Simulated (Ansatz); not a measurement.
**A hypothetical structure for LaFe2Pb2**

This structure for LaFe2Pb2 is made up. Its elements were placed in a known structure type with a cell scaled to their sizes. What cell does the guess relax to, and how far off was it?

Method: DFT, PBEsol, plane-wave PAW, files of the set soft_1, scalar-relativistic, ferromagnetic start, cell and ions relaxed at zero pressure; PAW set soft_1, in Ansatz 0.2.0.

## Step 1: Starting point

Symmetry: I4/mmm, No. 139, tetragonal system. Conventional cell: a = 4.482 Å, b = 4.482 Å, c = 12.177 Å, α = 90.00°, β = 90.00°, γ = 90.00°. Nearest to Pb lie 4 Fe at 2.73 Å and 1 Pb at 2.98 Å and 4 La at 3.50 Å. La has 8 Pb at 3.50 Å and 8 Fe at 3.78 Å nearest. Nearest to Fe lie 4 Pb at 2.73 Å and 4 Fe at 3.17 Å and 4 La at 3.78 Å. Farther neighbours are not listed.

## Step 2: Relaxation of the guess

The guess takes its coordinates from another compound and its volume from a rule, so the cell and any free coordinates are relaxed together.

input.yaml

```yaml
crystal:
  lattice:
    - [-2.241, 2.241, 6.0885]
    - [2.241, -2.241, 6.0885]
    - [2.241, 2.241, -6.0885]
  atoms:
    - { symbol: Pb, position: [0.3778, 0.3778, 0.0] }
    - { symbol: Pb, position: [0.6222, 0.6222, 0.0] }
    - { symbol: La, position: [0.0, 0.0, 0.0] }
    - { symbol: Fe, position: [0.25, 0.75, 0.5], spin: 3.0 }
    - { symbol: Fe, position: [0.75, 0.25, 0.5], spin: 3.0 }
magnetization:
  spin_polarized: true
kpoints:
  mp_grid: { grid: [8, 8, 8] }
scf:
  occupations: { method: fermi_dirac, width: 0.05 }
hamiltonian:
  xc: pbesol
  pseudopotentials: { kind: paw, azcp: { folder: soft_1 }, xc_functional: pbe }
relax:
  f_tol: 0.015
  max_steps: 70
  cell: {}
output:
  forces: true
  stress: true
```

Launch:

```console
ansatz run input.yaml --threads 4 --pin off --max-ram 8192MiB --backend cpu --events-out ev --progress --plain --runs-dir out
```

Numbers of over 12 decimals in the logs are rounded to 6 here.

Output:

```text
basis.fft_grid_basis auto: the FFT boxes are laid along the combinations [[1, 0, 1], [0, 1, 1], [0, 0, 1]] of the cell's own vectors, 4.482, 4.482 and 6.864 Å long. The dense box has 30×30×48 points. Along the cell's own vectors, as sized, it would have 48×48×48, 2.56 times as many. Of the 16 symmetry operations that the crystal satisfies within crystal.symmetry.tolerance (time reversal apart; of a slab, those that k [...]
Engine: ansatz 0.2.0, aarch64-unknown-linux-gnu
Pseudopotentials: kind: paw
Pseudopotential: Pb, paw, valence charge 14, recommended cutoff 420 eV (normal), soft_1/Pb.paw.azcp
Pseudopotential: La, paw, valence charge 11, recommended cutoff 420 eV (normal), soft_1/La.paw.azcp
Pseudopotential: Fe, paw, valence charge 16, recommended cutoff 420 eV (normal), soft_1/Fe.paw.azcp
Functional definition: PBEsol
  exchange = pbesol_x
  correlation = pbesol_c
Crystal: 5 atoms, lattice volume = 122.308 Å³
Basis set: ecut = 420 eV, 2421 PW (Γ), FFT grids on a1+a3, a2+a3, a3, exchange–correlation on 60×60×96 points (8 copies of the dense FFT grid, shifted against one another)
Bands: 47, of which v1, the nominal top of the filled ones, is band 36 counted from 1 (35 counted from 0)
Symmetry: 16 space group operations
Space group: I4/mmm (ITA 139), of the structure as read, at distance tolerance 5.0e-5 Å
Magnetic group: BNS 139.531 (UNI 1191), of the structure as read, at distance tolerance 5.0e-5 Å
k-points: 59 of 512
Non-local potential: Pb, projectors of the file, l = 0: 2, l = 1: 2, l = 2: 2, l = 3: 1
Non-local potential: La, projectors of the file, l = 0: 3, l = 1: 2, l = 2: 2, l = 3: 3
Non-local potential: Fe, projectors of the file, l = 0: 3, l = 1: 2, l = 2: 3, l = 3: 1
PAW form: soft (Blöchl's): semilocal exchange-correlation on the pseudo side does not see the compensation charge
PAW frozen core: Pb, regenerated for the run's functional, and the local potential with it (the file was generated under x = pbe(κ = 0.804, μ = 0.219515), c = pbe(β = 0.066725))
PAW frozen core: La, regenerated for the run's functional, and the local potential with it (the file was generated under x = pbe(κ = 0.804, μ = 0.219515), c = pbe(β = 0.066725))
PAW frozen core: Fe, regenerated for the run's functional, and the local potential with it (the file was generated under x = pbe(κ = 0.804, μ = 0.219515), c = pbe(β = 0.066725))
PAW one-centre angular grid: Pb, 590 points (default); XC on 64 Gauss nodes
PAW one-centre angular grid: La, 590 points (default); XC on 64 Gauss nodes
PAW one-centre angular grid: Fe, 590 points (default); XC on 64 Gauss nodes
Initial density: superposition of atomic densities (chi_scale 0.1, normalization cell, long waves kept (reshape's long-wave potential 0.00 eV rms))
Starting moments: Σ|m| = 6 μB on 2 of 5 sites
Initial wavefunctions: pseudopotential atomic-orbital guess
Functional: x = pbesol(κ = 0.804, μ = 0.123457), c = pbesol(β = 0.046)
SCF iter   1: F=—  HF=-38573.331583 eV  |F-HF|=—  |Δ(HF+E_count)|=         —  Δρ=4.59e-2 (↑3.98e-2 ↓4.59e-2)  dr2=1.78e1  dr2_m=3.58e-1  M=5.905 μB ∫|m|=6.664 μB  β_m=0.30  ethr=3.10e-3  ⟨swp⟩=6.1  Hψ=20898  notcnv=0
Mixer restart at iter 1: flushing history
preconditioner: auto → Kerker (q_TF=auto, 2.492 Å⁻¹)  [metal: Δε(μ)=0.016 eV  Ē_g=9.094 eV  σ=0.050 eV  W_gap=0.08  n_scr=32 (ndim 8)  ℏωp=24.4 eV  f_vac=0.000  D(μ)=11.06/eV (n_scr^D=122)]
spin=Collinear: Kerker preconditioning applied to the charge; magnetization (m = ρ↑ − ρ↓) channel mixes plain (no charge-response kernel on spin).
SCF iter   2: F=—  HF=-38572.053624 eV  |F-HF|=—  |Δ(HF+E_count)|=    1.28e0  Δρ=2.12e-2 (↑2.12e-2 ↓1.81e-2)  dr2=2.55e0  dr2_m=6.52e-2  M=5.776 μB ∫|m|=6.318 μB  β_m=0.32  ethr=3.10e-3  ⟨swp⟩=4.5  Hψ=12234  notcnv=0  defer=1
SCF iter   3: F=—  HF=-38572.404676 eV  |F-HF|=—  |Δ(HF+E_count)|=   3.51e-1  Δρ=1.32e-2 (↑1.19e-2 ↓1.32e-2)  dr2=1.15e0  dr2_m=1.68e-2  M=5.698 μB ∫|m|=6.276 μB  β_m=0.53  ethr=3.10e-3  ⟨swp⟩=3.3  Hψ=8752  notcnv=0  defer=1
SCF iter   4: F=—  HF=-38572.555013 eV  |F-HF|=—  |Δ(HF+E_count)|=   1.50e-1  Δρ=9.25e-3 (↑5.34e-3 ↓9.25e-3)  dr2=4.06e-1  dr2_m=6.97e-3  M=5.551 μB ∫|m|=6.146 μB  β_m=0.53  ethr=1.61e-3  ⟨swp⟩=3.0  Hψ=11446  notcnv=0  defer=154
SCF iter   5: F=—  HF=-38572.581520 eV  |F-HF|=—  |Δ(HF+E_count)|=   2.65e-2  Δρ=4.91e-3 (↑4.91e-3 ↓3.12e-3)  dr2=5.75e-2  dr2_m=8.65e-3  M=5.487 μB ∫|m|=6.136 μB  β_m=0.67  ethr=5.72e-4  ⟨swp⟩=3.1  Hψ=8878  notcnv=0  defer=151
SCF iter   6: F=—  HF=-38572.566487 eV  |F-HF|=—  |Δ(HF+E_count)|=         —  Δρ=1.04e-3 (↑1.04e-3 ↓7.59e-4)  dr2=5.66e-3  dr2_m=2.06e-4  M=5.467 μB ∫|m|=6.117 μB  β_m=0.67  ethr=8.10e-5  ⟨swp⟩=2.7  Hψ=10329  notcnv=0  defer=156
Mixer restart at iter 6: flushing history
SCF iter   7: F=—  HF=-38572.568227 eV  |F-HF|=—  |Δ(HF+E_count)|=   1.74e-3  Δρ=9.25e-4 (↑3.03e-4 ↓9.25e-4)  dr2=1.54e-3  dr2_m=1.49e-4  M=5.488 μB ∫|m|=6.137 μB  β_m=0.83  ethr=7.97e-6  ⟨swp⟩=2.3  Hψ=8080  notcnv=0  defer=156
SCF iter   8: F=—  HF=-38572.569718 eV  |F-HF|=—  |Δ(HF+E_count)|=   1.49e-3  Δρ=6.48e-4 (↑6.48e-4 ↓2.82e-4)  dr2=1.58e-4  dr2_m=1.97e-4  M=5.501 μB ∫|m|=6.147 μB  β_m=0.90  ethr=2.17e-6  ⟨swp⟩=2.1  Hψ=9945  notcnv=0  defer=156
SCF iter   9: F=—  HF=-38572.569569 eV  |F-HF|=—  |Δ(HF+E_count)|=   1.49e-4  Δρ=8.31e-4 (↑4.70e-4 ↓8.31e-4)  dr2=1.96e-3  dr2_m=4.19e-5  M=5.505 μB ∫|m|=6.155 μB  β_m=0.65  ethr=2.22e-7  ⟨swp⟩=2.6  Hψ=10496  notcnv=0  defer=153  recentre
SCF iter  10: F=—  HF=-38572.569513 eV  |F-HF|=—  |Δ(HF+E_count)|=   5.61e-5  Δρ=1.01e-4 (↑1.01e-4 ↓5.51e-5)  dr2=2.31e-5  dr2_m=9.12e-7  M=5.505 μB ∫|m|=6.151 μB  β_m=0.78  ethr=2.22e-7  ⟨swp⟩=2.7  Hψ=10265  notcnv=0  defer=153
SCF iter  11: F=—  HF=-38572.569508 eV  |F-HF|=—  |Δ(HF+E_count)|=   4.30e-6  Δρ=2.88e-5 (↑2.88e-5 ↓2.37e-5)  dr2=1.22e-6  dr2_m=5.92e-7  M=5.506 μB ∫|m|=6.152 μB  β_m=0.89  ethr=3.26e-8  ⟨swp⟩=2.0  Hψ=6625  notcnv=0  defer=153
SCF iter  12: F=—  HF=-38572.569508 eV  |F-HF|=—  |Δ(HF+E_count)|=   8.50e-8  Δρ=5.73e-6 (↑5.04e-6 ↓5.73e-6)  dr2=9.28e-8  dr2_m=2.13e-8  M=5.506 μB ∫|m|=6.153 μB  β_m=0.91  ethr=1.72e-9  ⟨swp⟩=2.0  Hψ=7158  notcnv=0  defer=153
SCF iter  13: F=-38572.569508 eV  HF=-38572.569508 eV  |F-HF|=4.08e-9  |Δ(HF+E_count)|=  7.13e-10  Δρ=2.36e-6 (↑2.36e-6 ↓1.68e-6)  dr2=1.10e-8  dr2_m=2.99e-9  M=5.506 μB ∫|m|=6.153 μB  ethr=1.31e-10  ⟨swp⟩=2.7  Hψ=18618  notcnv=0
SCF 1 converged in 13 iterations: F = -38572.569508 eV  dr2 = 1.10e-8
  greatest PAW one-centre occupation: 1.002 electrons in one spin orbital (limit 2), on the Fe atom at site 4 (counted from 0), in its partial waves of l = 1
[...]
SCF iter   9: F=-38572.799499 eV  HF=-38572.799499 eV  |F-HF|=1.58e-8  |Δ(HF+E_count)|=   5.32e-8  Δρ=3.79e-6 (↑1.33e-6 ↓3.79e-6)  dr2=2.24e-8  dr2_m=5.39e-9  M=5.243 μB ∫|m|=5.805 μB  ethr=5.17e-10  ⟨swp⟩=2.5  Hψ=17634  notcnv=0
SCF 3 converged in 9 iterations: F = -38572.799499 eV  dr2 = 2.24e-8
relax step   3: F+E_penalty+E_count = -38572.79949929 eV  Δ(F+E_penalty+E_count) = -3.954e-2 eV  max|allowed force component| = 2.674e-1 eV/Å  Δτ_max = 0.0492 Å  P = -0.018 GPa  Ω = 111.817 Å³  energy of the carried Pulay correction = +2.627e-3 eV  (9 SCF iters, dr2 threshold 5.00e-7 eV, accepted)
[...]
relax step   4: F+E_penalty+E_count = -38572.80333854 eV  Δ(F+E_penalty+E_count) = -3.839e-3 eV  max|allowed force component| = 9.528e-2 eV/Å  Δτ_max = 0.0251 Å  P = -0.468 GPa  Ω = 112.646 Å³  energy of the carried Pulay correction = +2.411e-3 eV  (8 SCF iters, dr2 threshold 5.00e-7 eV, accepted)
[...]
relax step   5: F+E_penalty+E_count = -38572.80548820 eV  Δ(F+E_penalty+E_count) = -2.150e-3 eV  max|allowed force component| = 3.758e-3 eV/Å  Δτ_max = 0.0092 Å  P = -0.007 GPa  Ω = 111.908 Å³  energy of the carried Pulay correction = +2.603e-3 eV  (7 SCF iters, dr2 threshold 5.00e-7 eV, accepted)
Initial wavefunctions: pseudopotential atomic-orbital guess (no wavefunctions were taken with the density)
iter 1 solved again at ethr=3.52e-7 eV; its pass at ethr=3.10e-3 eV (dr2=2.50e-4 eV) is discarded
SCF iter   1: F=—  HF=-38572.802565 eV  |F-HF|=—  |Δ(HF+E_count)|=         —  Δρ=2.06e-4 (↑7.98e-5 ↓2.06e-4)  dr2=8.11e-5  dr2_m=6.73e-6  M=5.218 μB ∫|m|=5.778 μB  β_m=0.65  ethr=3.52e-7  ⟨swp⟩=3.4  Hψ=38040  notcnv=0
preconditioner: auto → Kerker (q_TF=auto, 2.300 Å⁻¹)  [metal: Δε(μ)=0.007 eV  Ē_g=11.236 eV  σ=0.050 eV  W_gap=0.03  n_scr=24 (ndim 8)  ℏωp=25.6 eV  f_vac=0.000  D(μ)=3.61/eV (n_scr^D=32)]
spin=Collinear: Kerker preconditioning applied to the charge; magnetization (m = ρ↑ − ρ↓) channel mixes plain (no charge-response kernel on spin).
SCF iter   2: F=—  HF=-38572.802535 eV  |F-HF|=—  |Δ(HF+E_count)|=   3.01e-5  Δρ=7.25e-5 (↑4.55e-5 ↓7.25e-5)  dr2=8.85e-6  dr2_m=2.56e-6  M=5.219 μB ∫|m|=5.779 μB  β_m=0.63  ethr=1.14e-7  ⟨swp⟩=2.0  Hψ=6648  notcnv=0
SCF iter   3: F=—  HF=-38572.802539 eV  |F-HF|=—  |Δ(HF+E_count)|=   4.73e-6  Δρ=3.51e-5 (↑3.51e-5 ↓2.31e-5)  dr2=3.19e-7  dr2_m=7.98e-7  M=5.218 μB ∫|m|=5.777 μB  β_m=0.55  ethr=1.25e-8  ⟨swp⟩=2.1  Hψ=9576  notcnv=0
SCF iter   4: F=—  HF=-38572.802540 eV  |F-HF|=—  |Δ(HF+E_count)|=   4.52e-7  Δρ=3.30e-5 (↑6.74e-6 ↓3.30e-5)  dr2=1.27e-6  dr2_m=3.43e-7  M=5.217 μB ∫|m|=5.777 μB  β_m=0.78  ethr=4.50e-10  ⟨swp⟩=2.0  Hψ=9888  notcnv=0
SCF iter   5: F=—  HF=-38572.802546 eV  |F-HF|=—  |Δ(HF+E_count)|=   6.19e-6  Δρ=3.57e-5 (↑1.68e-5 ↓3.57e-5)  dr2=1.60e-6  dr2_m=6.65e-7  M=5.217 μB ∫|m|=5.776 μB  β_m=0.72  ethr=4.50e-10  ⟨swp⟩=2.0  Hψ=9673  notcnv=0
SCF iter   6: F=—  HF=-38572.802552 eV  |F-HF|=—  |Δ(HF+E_count)|=   5.62e-6  Δρ=1.19e-5 (↑5.99e-6 ↓1.19e-5)  dr2=2.12e-7  dr2_m=7.47e-8  M=5.216 μB ∫|m|=5.775 μB  β_m=0.86  ethr=4.50e-10  ⟨swp⟩=3.0  Hψ=10717  notcnv=0
SCF iter   7: F=—  HF=-38572.802553 eV  |F-HF|=—  |Δ(HF+E_count)|=   1.18e-6  Δρ=6.34e-6 (↑1.70e-6 ↓6.34e-6)  dr2=1.05e-7  dr2_m=6.03e-9  M=5.215 μB ∫|m|=5.775 μB  β_m=0.93  ethr=2.99e-10  ⟨swp⟩=2.8  Hψ=10024  notcnv=0
SCF iter   8: F=—  HF=-38572.802553 eV  |F-HF|=—  |Δ(HF+E_count)|=   1.58e-7  Δρ=3.29e-6 (↑3.87e-7 ↓3.29e-6)  dr2=2.45e-8  dr2_m=2.53e-9  M=5.215 μB ∫|m|=5.775 μB  β_m=0.94  ethr=1.48e-10  ⟨swp⟩=2.0  Hψ=7098  notcnv=0
SCF iter   9: F=—  HF=-38572.802553 eV  |F-HF|=—  |Δ(HF+E_count)|=   3.93e-8  Δρ=6.33e-7 (↑8.57e-8 ↓6.33e-7)  dr2=7.67e-10  dr2_m=1.14e-10  M=5.215 μB ∫|m|=5.775 μB  β_m=0.94  ethr=3.45e-11  ⟨swp⟩=2.4  Hψ=9067  notcnv=0
SCF iter  10: F=—  HF=-38572.802553 eV  |F-HF|=—  |Δ(HF+E_count)|=  8.00e-11  Δρ=3.06e-8 (↑2.48e-8 ↓3.06e-8)  dr2=3.88e-12  dr2_m=2.26e-13  M=5.215 μB ∫|m|=5.774 μB  β_m=0.97  ethr=1.08e-12  ⟨swp⟩=2.6  Hψ=10040  notcnv=0
SCF iter  11: F=—  HF=-38572.802553 eV  |F-HF|=—  |Δ(HF+E_count)|=  1.46e-11  Δρ=5.75e-8 (↑9.01e-9 ↓5.75e-8)  dr2=4.88e-12  dr2_m=8.80e-13  M=5.215 μB ∫|m|=5.774 μB  β_m=0.97  ethr=1.00e-12  ⟨swp⟩=1.0  Hψ=5546  notcnv=0
SCF iter  12: F=-38572.802553 eV  HF=-38572.802553 eV  |F-HF|=2.18e-11  |Δ(HF+E_count)|=  3.64e-11  Δρ=1.10e-7 (↑1.83e-8 ↓1.10e-7)  dr2=2.84e-11  dr2_m=2.33e-12  M=5.215 μB ∫|m|=5.774 μB  ethr=1.00e-12  ⟨swp⟩=3.0  Hψ=17257  notcnv=0
SCF 6 converged in 12 iterations: F = -38572.802553 eV  dr2 = 2.84e-11
relax step   6: F+E_penalty+E_count = -38572.80255310 eV  Δ(F+E_penalty+E_count) = +2.935e-3 eV  max|allowed force component| = 3.175e-3 eV/Å  Δτ_max = 0.0000 Å  P = +0.002 GPa  Ω = 111.908 Å³  stress off target by 2.34e-2 GPa  SCF on the basis re-selected at this cell (its energy is not comparable with the rows above)  (12 SCF iters)
basis re-selected at this cell: Δ(F+E_penalty+E_count) = +2.935e-3 eV, ΔP = +0.009 GPa vs the last step (what re-selecting the basis moved, of the pressure what is left beyond the Pulay correction that the steps carried, after the strain that the cell walked since its last selection, with what the two solves' SCF thresholds leave and, on support functions, any second-order correction that the steps lacked; it is no m [...]
SCF converged after 12 iterations
Magnetization: 5.2147 μB (38.1074 up, 32.8926 down)
Absolute magnetization: 5.7876 μB (∫|ρ↑−ρ↓|, with the PAW one-centre terms)
Spin contamination: 0.3176 ħ² per cell (⟨S²⟩ above its minimum at these occupations)
Per-site moments (μB) at R_I (Å): [(-0.021880, 1.086950), (-0.021880, 1.086950), (-0.0026634, 1.401041), (2.647080, 1.086950), (2.647080, 1.086950)]
Free energy (F): -38572.802553 eV
Harris-Foulkes:  -38572.802553 eV  (|F-HF|=2.18e-11)
Internal energy: -38572.771579 eV  (E = F + TS)
E sigma→0 (E₀):  -38572.787066 eV
Entropy (-TS):   -0.030975 eV (-6.195 meV/atom)
Fermi energy:    13.354220 eV
--- Per-component energies (eV) ---
  E_band       = -613.213309
  E_kinetic    = 1437.687772
  E_local      = -8619.556368  (includes V_loc(G=0)·N_el)
  E_nonlocal   = 1298.940146
  E_hartree    = 3630.074572
  E_xc         = -764.951793
  E_vxc        = -698.732728  (∫ρ·V_xc dr)
  E_paw        = -28533.536743  (= ΣΔE_a)
  E_vpaw       = -1291.698721  (= ΣTr[D̂ρ^β])
  E_aug_tail   = -0.002025  (compensation charges beyond the density's cutoff)
  E_ewald      = -7022.078920
  E_core_change = 0.651780  (= ΣΔE_core)
  E_smearing   = -0.030975  (= −TS)
  E_closure    = 0.000000  (closes the sum)
  Σ components = -38572.802553   (vs F -38572.802553, Δ=0.00e0)
--- Forces (eV/Å), atoms counted from 1 ---
  atom   1  Pb     0.00000000    -0.00000000    -0.00317510
  atom   2  Pb     0.00000000    -0.00000000     0.00317510
  atom   3  La     0.00000000     0.00000000     0.00000000
  atom   4  Fe     0.00000000     0.00000000     0.00000000
  atom   5  Fe     0.00000000    -0.00000000     0.00000000
  max |Σ_I F_I| component: 2.60e-17 eV/Å
--- Stress (GPa, compression-positive) ---
       -0.008260       0.000000       0.000000
        0.000000      -0.008260       0.000000
        0.000000       0.000000       0.023421
  P = ⅓ Tr σ = 0.0023 GPa (0.023 kbar)
--- Relaxed structure (5 steps of the walk, 5 accepted, 1 SCFs on fresh bases) ---
  F+E_penalty+E_count = -38572.80255310 eV   max|allowed force component| = 3.175e-3 eV/Å   (the final SCF, on the basis selected at the relaxed cell)
  cell:  # Å, volume = 111.9075 Å³
    - [-2.157330, 2.157330, 6.011271]
    - [2.157330, -2.157330, 6.011271]
    - [2.157330, 2.157330, -6.011271]
  atoms:
    - { symbol: Pb, position: [0.375851, 0.375851, 0] }
    - { symbol: Pb, position: [0.624149, 0.624149, 0] }
    - { symbol: La, position: [2.849180382650587e-19, 2.8491803826506e-19, 0] }
    - { symbol: Fe, position: [0.250000, 0.750000, 0.500000] }
    - { symbol: Fe, position: [0.750000, 0.250000, 0.500000] }
```

Elapsed: 61 s, on 4 threads of Arm Neoverse V2, shared host; peak memory 0.83 GiB.

Relaxation path:

```csv
step,energy less that of the first step (eV),largest force component (eV/Å),pressure (GPa),volume (Å³)
1,0.0000,0.5645,-5.85,122.31
2,-0.1905,0.5172,2.83,108.60
3,-0.2300,0.2674,-0.02,111.82
4,-0.2338,0.0953,-0.47,112.65
5,-0.2360,0.0038,-0.01,111.91
6*,-0.2330,0.0032,0.00,111.91
```

Relaxation steps marked * repeat the geometry before them on a plane-wave basis chosen anew for their cell, so energy and pressure can jump there.

The run keeps the 16 symmetry operations that it works with, so distortions that break them were not tested.

```csv
"conventional cell, symmetrised",before,after,change
a (Å),4.482,4.315,-3.7 %
b (Å),4.482,4.315,-3.7 %
c (Å),12.177,12.023,-1.3 %
volume (Å³/atom),24.46,22.38,-8.5 %
```

The atoms that moved most (Å, as changes of fractional coordinates times the final cell):

```csv
atom,dx,dy,dz,length
Pb1,0.000,0.000,-0.023,0.023
Pb2,0.000,0.000,0.023,0.023
```

The relaxed structure:

```cif
data_structure
_symmetry_space_group_name_H-M 'P 1'
_symmetry_Int_Tables_number 1
_cell_length_a 6.7412
_cell_length_b 6.7412
_cell_length_c 6.7412
_cell_angle_alpha 142.671
_cell_angle_beta 142.671
_cell_angle_gamma 53.819
_cell_volume 111.91
loop_
_atom_site_label
_atom_site_type_symbol
_atom_site_fract_x
_atom_site_fract_y
_atom_site_fract_z
_atom_site_occupancy
Pb1 Pb 0.37585 0.37585 0.00000 1
Pb2 Pb 0.62415 0.62415 0.00000 1
La3 La 0.00000 0.00000 0.00000 1
Fe4 Fe 0.25000 0.75000 0.50000 1
Fe5 Fe 0.75000 0.25000 0.50000 1
```

Numbers from this step:

- free energy: -38572.8026 eV
- energy at zero smearing: -38572.7871 eV
- smearing term TS: 0.03097 eV
- Fermi energy: 13.35 eV
- magnetization: 5.215 μB
- absolute magnetization: 5.788 μB
- site moments: -0.02188, -0.02188, -0.002663, 2.647, 2.647 μB
- electrons: 71
- symmetry operations: 16
- pressure: 0.002301 GPa

Site moment by atom:

```csv
atom,site moment (μB)
Pb1,-0.02
Pb2,-0.02
La3,0.00
Fe4,2.65
Fe5,2.65
```

The shortest distance of each pair, which need not be the same contact before and after:

```csv
pair,guess (Å),relaxed (Å)
Fe–Pb,2.728,2.635
Pb–Pb,2.976,2.985
Fe–Fe,3.169,3.051
La–Pb,3.501,3.396
Fe–La,3.780,3.700
```

The relaxation ends with a largest force component of 0.0032 eV/Å and a pressure of 0.00 GPa.

## Step 3: Summary of results

```yaml
space_group_relaxed: I4/mmm
conventional_cell: a = 4.315, b = 4.315, c = 12.023 Å; α = 90.0°, β = 90.0°, γ = 90.0°
volume_per_atom: 22.38 Å³ (guess 24.46)
total_moment: 5.21 μB in the cell of 5 atoms
```

**Reading.** LaFe2Pb2 relaxes to I4/mmm with a = 4.315, b = 4.315 and c = 12.023 Å. The guessed volume was 9 % too large. The space group I4/mmm was held in the relaxation, so the end point is a stationary structure within it and may be a saddle against distortions or other arrangements. The input starts from parallel moments, and no other start was typed. Mesh and cutoff weren't tested. Spin-orbit coupling is left out, which can matter for elements this heavy. No dispersion term is used, so weakly bound directions may come out too long. Nothing here tests whether the compound is stable against decomposition.

[Logs are printed without paths, hosts, clocks, repeated set-up lines and the standing remarks that a program may print on its own settings, such as how far it seeks lower states.]

[Hosts, paths, dates, database ids (printed as entryN), source tags and the programs' standing remarks are cut or masked in the printed files.]
